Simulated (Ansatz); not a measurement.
# How KBr (Fm-3m) expands on warming, part 2 of 4

How much does KBr expand with temperature?

Measurements to reproduce:
- volume expansion coefficient 116.1 1e-6/K and heat capacity C_P per formula unit 52.3 J/mol/K near room temperature (given in “High-Throughput Prediction of Finite-Temperature Properties using the Quasi-Harmonic Approximation”, 2016, arXiv:1603.06924)
- volume expansion coefficient 117.6 1e-6/K near room temperature (given in “Descriptors for thermal expansion in solids”, 2017, arXiv:1701.03966)

Ansatz 0.2.0; DFT r2SCAN, scalar-relativistic, plane waves, PAW.

So far. Step 2 (Probe on a coarse mesh): The start is under 0.066 GPa at this level and looks like an insulator or semiconductor on this mesh.

**4. Relaxing to small residual forces and stress**

The relaxation is repeated with tighter thresholds on force and stress, since phonons are sensitive to what is left; a change of mesh or smearing in the input moves the cell too.

Contents of input.yaml:

```yaml
crystal:
  lattice:
    - [0.0, 3.3022256263, 3.3022256263]
    - [3.3022256263, 0.0, 3.3022256263]
    - [3.3022256263, 3.3022256263, 0.0]
  atoms:
    - { symbol: K, position: [0.0, 0.0, 0.0] }
    - { symbol: Br, position: [0.5, 0.5, 0.5] }
kpoints:
  mp_grid: { grid: [8, 8, 8] }
hamiltonian:
  xc: r2scan
scf:
  occupations: { method: fixed }
  lower_state_search: "off"
output:
  forces: true
  stress: true
  eigenvalues: true
  write_density: true
  write_potential: true
  elf: true
  volumetric_format: npy
relax:
  adjacent_minimum: "off"
  f_tol: 0.001
  max_steps: 60
  cell: { stress_tol: 0.01 }
```

Started as:

```sh
$ ansatz run input.yaml --threads 4 --pin off --max-ram 16384MiB --backend cpu --events-out ev --progress --plain --runs-dir out
```

Numbers of over 12 decimals in the logs are rounded to 6 here.

Output:

```text
[...]
Crystal: 2 atoms, lattice volume = 72.020 Å³
Basis set: ecut = 500 eV, 1837 PW (Γ), exchange–correlation on 144×144×144 points (64 copies of the dense FFT grid, shifted against one another)
Bands: 12, of which v1, the nominal top of the filled ones, is band 8 counted from 1 (7 counted from 0)
Symmetry: 48 space group operations
[...]
k-points: 29 of 512
[...]
SCF iter   1: F=-4339.311875 eV  HF=-4339.299610 eV  |F-HF|=1.23e-2  |Δ(HF+E_count)|=         —  Δρ=2.48e-3  dr2=3.38e-3  dr2_τ=2.31e-3  ethr=1.77e-3  ⟨swp⟩=5.4  Hψ=2043  notcnv=0  defer=48
[...]
SCF iter   6: F=-4339.313268 eV  HF=-4339.313268 eV  |F-HF|=3.82e-11  |Δ(HF+E_count)|=   2.89e-8  Δρ=5.40e-7  dr2=2.37e-10  dr2_τ=1.93e-11  ethr=7.38e-11  ⟨swp⟩=9.8  Hψ=2989  notcnv=0
SCF 1 converged in 6 iterations: F = -4339.313268 eV  dr2 = 2.37e-10
[...]
relax step   1: F+E_penalty+E_count = -4339.31326783 eV  Δ(F+E_penalty+E_count) = +0.000e0 eV  max|allowed force component| = 3.287e-29 eV/Å  Δτ_max = 0.0000 Å  P = +0.034 GPa  Ω = 72.020 Å³  (6 SCF iters, dr2 threshold 1.00e-7 eV, accepted)
Crystal: 2 atoms, lattice volume = 72.093 Å³
[...]
SCF iter   5: F=-4339.313271 eV  HF=-4339.313271 eV  |F-HF|=1.49e-10  |Δ(HF+E_count)|=   6.59e-9  Δρ=2.46e-7  dr2=5.58e-11  dr2_τ=2.65e-11  ethr=1.76e-11  ⟨swp⟩=8.6  Hψ=2839  notcnv=0
SCF 2 converged in 5 iterations: F = -4339.313271 eV  dr2 = 5.58e-11
relax step   2: F+E_penalty+E_count = -4339.31327139 eV  Δ(F+E_penalty+E_count) = -3.556e-6 eV  max|allowed force component| = 7.198e-30 eV/Å  Δτ_max = 0.0000 Å  P = +0.017 GPa  Ω = 72.093 Å³  energy of the carried Pulay correction = -8.128e-6 eV  (5 SCF iters, dr2 threshold 2.82e-9 eV, accepted)
Crystal: 2 atoms, lattice volume = 72.170 Å³
[...]
SCF iter   5: F=-4339.313267 eV  HF=-4339.313267 eV  |F-HF|=2.02e-10  |Δ(HF+E_count)|=   7.13e-9  Δρ=3.32e-7  dr2=1.28e-10  dr2_τ=4.34e-11  ethr=4.56e-12  ⟨swp⟩=8.7  Hψ=2881  notcnv=0
SCF 3 converged in 5 iterations: F = -4339.313267 eV  dr2 = 1.28e-10
relax step   3: F+E_penalty+E_count = -4339.31326707 eV  Δ(F+E_penalty+E_count) = +4.320e-6 eV  max|allowed force component| = 3.764e-30 eV/Å  Δτ_max = 0.0000 Å  P = +0.000 GPa  Ω = 72.170 Å³  energy of the carried Pulay correction = -1.657e-5 eV  (5 SCF iters, dr2 threshold 7.30e-10 eV, accepted)
[...]
SCF iter   5: F=-4339.313287 eV  HF=-4339.313287 eV  |F-HF|=0.00e0  |Δ(HF+E_count)|=  9.09e-13  Δρ=1.95e-8  dr2=1.96e-13  dr2_τ=7.11e-14  ethr=1.00e-12  ⟨swp⟩=8.8  Hψ=2162  notcnv=0
SCF 4 converged in 5 iterations: F = -4339.313287 eV  dr2 = 1.96e-13
relax step   4: F+E_penalty+E_count = -4339.31328722 eV  Δ(F+E_penalty+E_count) = -2.015e-5 eV  max|allowed force component| = 5.062e-30 eV/Å  Δτ_max = 0.0000 Å  P = +0.000 GPa  Ω = 72.170 Å³  stress off target by 1.62e-4 GPa  SCF on the basis re-selected at this cell (its energy is not comparable with the rows above)  (5 SCF iters)
[...]
SCF converged after 5 iterations
Free energy (F): -4339.313287 eV
[...]
Internal energy: -4339.313287 eV  (E = F + TS)
E sigma→0 (E₀):  -4339.313287 eV
Fermi energy:    0.636899 eV
[...]
--- Stress (GPa, compression-positive) ---
        0.000162       0.000000      -0.000000
       -0.000000       0.000162      -0.000000
        0.000000      -0.000000       0.000162
  P = ⅓ Tr σ = 0.0002 GPa (0.002 kbar)
--- Band table (eV; the first three rows and the last of 29) ---
  k-point 0: bands = [... 4 lower, -10.8888, 0.6369, 0.6369, 0.6369, 5.7023, 8.8714, 8.8714, 8.8714]
  k-point 1: bands = [... 4 lower, -10.8504, 0.4233, 0.5858, 0.5858, 6.0890, 8.7398, 9.0635, 9.0635]
  k-point 2: bands = [... 4 lower, -10.7633, -0.0155, 0.4674, 0.4674, 6.9376, 8.6973, 9.6010, 9.6010]
  k-point 28: bands = [... 4 lower, -10.7981, 0.0490, 0.0490, 0.1115, 8.5656, 8.5656, 9.7403, 10.4569]
--- Relaxed structure (3 steps of the walk, 3 accepted, 1 SCFs on fresh bases) ---
[...]
cell:  # Å, volume = 72.1702 Å³
    - [0, 3.304527, 3.304527]
    - [3.304527, 0, 3.304527]
    - [3.304527, 3.304527, 0]
  atoms:
    - { symbol: K, position: [0, 0, 0] }
    - { symbol: Br, position: [0.5, 0.5, 0.5] }
```

The job ended after 6.1 s (4 threads of Arm Neoverse V1, shared host; peak memory 0.54 GiB; 22 s of CPU time).

Little changed from the start: no atom moved by 0.005 Å and no cell edge by 0.1 %.

Numbers from this step:

| Item | Value |
| --- | --- |
| pressure | 1.62e-4 GPa |
| gap on the k-mesh | 5.065 eV |
| volume per atom | 36.09 Å³/atom |

Electrostatic potential energy in the ac plane of the conventional cell at fractional y = 0.000, with atoms of K and Br within 0.2 Å of it. With pseudopotentials it is smooth inside the atoms' cores, unlike the true potential.

Ten even steps from '0' (-67 eV) to '9' (7 eV), each cell a mean:
```
247999830017999853
568999973258999975
889999998899999998
999999999999999999
999999999999999999
999999999999999999
689999987789999987
038999864358999951
006999852237999820
017999853247999830
258999975568999973
899999998889999998
999999999999999999
999999999999999999
999999999999999999
789999987689999987
358999951038999864
237999820006999852
```
Columns run along a (6.6 Å; values clipped at the 3rd and 97th percentile), rows up along c (6.6 Å), edges of the conventional cell, whose origin can differ from the input's. Atoms in or near the plane, at fractional coordinates: K at (0.00, 0.00), K at (0.50, 0.50), Br at (0.50, 0.00), Br at (0.00, 0.50).

Valence density in the ac plane of the conventional cell at fractional y = 0.000, with atoms of K and Br within 0.2 Å of it. It is the smooth field of the valence electrons, not physical close to the nuclei.

Ten even steps from '_' (0.0 e/Å³) to '@' (4.1 e/Å³), each cell a mean:
```
@@**::______..::....::..________==%%
++--__________..::::::..________..==
..______________......______________
____________________________________
____________________________________
____________________________________
::..____________::::..__________....
::::..________--**##==..______..::::
__::::______..++@@@@##::______..::..
..::..________==%%@@**::______..::..
::::..________..==++--__________..::
....______________..______________..
____________________________________
____________________________________
____________________________________
::..__________....::..____________::
##==..______..::::::::..________--**
@@##::______..::..__::::______..++@@
```
Columns run along a (6.6 Å), rows up along c (6.6 Å), edges of the conventional cell, whose origin can differ from the input's. Atoms in or near the plane, at fractional coordinates: K at (0.00, 0.00), K at (0.50, 0.50), Br at (0.50, 0.00), Br at (0.00, 0.50).

ELF in the ac plane of the conventional cell at fractional y = 0.000, with atoms of K and Br within 0.2 Å of it. It is the smooth field of the valence electrons, not physical close to the nuclei.

Ten even steps from '_' (0.01) to '@' (0.86), each cell a mean:
```
%%@@%%::..##@@%%::..**@@@@--__**@@@@
@@@@**..__**@@@@%%%%@@@@%%--__==%%@@
**++::____==%%@@@@@@@@%%**..__..==**
..________..==**####**++--__________
----::..________......________..----
@@%%##++..____..::--::______--**%%@@
@@@@@@##::__::**%%@@%%==____++%%@@@@
==%%@@%%--__++@@@@@@@@%%::..**@@@@**
__==@@@@--..**@@%%##@@@@--..##@@%%..
..**@@@@--__**@@@@%%@@%%::..##@@%%::
%%@@@@%%--__==%%@@@@@@**..__**@@@@%%
@@@@%%**..__..==****++::____==%%@@@@
##**++--__________..________..==**##
....________..--------::..________..
--::______--**%%@@@@%%##++..____..::
@@%%==____++%%@@@@@@@@@@##::__::**%%
@@@@%%::..**@@@@**==%%@@%%--__++@@@@
##@@@@--..##@@%%..__==@@@@--..**@@%%
```
Columns run along a (6.6 Å), rows up along c (6.6 Å), edges of the conventional cell, whose origin can differ from the input's. Atoms in or near the plane, at fractional coordinates: K at (0.00, 0.00), K at (0.50, 0.50), Br at (0.50, 0.00), Br at (0.00, 0.50).

The residual pressure is 1.6e-4 GPa, small enough for phonons.

(Part 2 of 4 ends here.)

[Logs are printed without paths, hosts, clocks, repeated set-up lines and the standing remarks that a program may print on its own settings, such as how far it seeks lower states.]

[Hosts, paths, dates, database ids (printed as entryN), source tags and the programs' standing remarks are cut or masked in the printed files.]

[A step with changed settings may run another functional than the one named; its input shows which.]
